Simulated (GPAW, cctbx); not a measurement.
## By hand: from a DFT structure factor to an extinction distance in CaAsPb5

CaAsPb5, P4/mmm (no. 123), a = 4.8944 Å, b = 4.8944 Å, c = 9.0473 Å, α = 90.00°, β = 90.00°, γ = 90.00°.

| atom | mult. | x | y | z |
| --- | --- | --- | --- | --- |
| Pb1 | 1 | 0 | 0 | 0 |
| Pb2 | 4 | 1/2 | 0 | 0.7157 |
| As1 | 1 | 0 | 0 | 1/2 |
| Ca1 | 1 | 1/2 | 1/2 | 0 |

The cell comes from substitution in a known structure type and wasn't matched to any measured phase.

A DFT run (GPAW, PBE, 450 eV, 5×5×3 k-points (along the axes of the calculation cell), Fermi–Dirac width 0.1 eV) gives the static X-ray structure factor of 100 as 90.577 e for the conventional cell; superposed free atoms give 90.443 e. **Problem.** Find the Fourier component V of the crystal potential and the two-beam extinction distance at 200 kV in both cases.

## Step 1: Geometry

The cell volume is Ω = 216.73 Å³ and d(100) = 4.8944 Å, so g = 1/d = 0.2043 Å⁻¹.

## Step 2: The nuclei

Electrons feel nuclei as well as electrons, so the nuclear charges are summed with the same phases.

Phase sums Σ exp(2πi h·x), turned so that the total is real and positive: Pb +1.000, As +1.000, Ca -1.000. Then F_Z = 82 × (+1.000) + 33 × (+1.000) + 20 × (-1.000) = 95.00 e. The electron term has the same sign for this reflection.

## Step 3: Mott–Bethe

Poisson's equation, term by term, gives V = (e/4πε₀)(F_Z − F)/(πΩg²), with e/4πε₀ = 14.3996 V Å.

The prefactor is 14.3996 × 4.8944²/(π × 216.73) = 0.50663 V per electron. Free atoms: (95.00 − 90.443) × 0.50663 = 2.309 V. Crystal: (95.00 − 90.577) × 0.50663 = 2.241 V. F changes by +0.15 % and V by -2.9 %: the same 0.13 e is measured against F_Z − F = 4.6 e in place of F = 90.4 e.

## Step 4: Extinction distance

In the two-beam case ξ = 1/(λU) with U = 2γm₀eV/h², that is ξ = 150.41 V Å²/(γλV).

At 200 kV, λ = 0.02508 Å and γ = 1.3914. Free atoms: ξ = 1867 Å. Crystal: ξ = 1924 Å. The thickness fringes go as sin²(πt/ξ), so the two patterns slip by a quarter of a period when t|1/ξ₁ − 1/ξ₀| = 1/4, at t ≈ 1587 nm, thicker than usual samples. Thermal motion, absorption and many-beam coupling, left out here, change a real pattern.

## Step 5: Answer

V(100) is 2.24 V against 2.31 V, and ξ is 1924 against 1867 Å. Limits: static atoms, two beams.
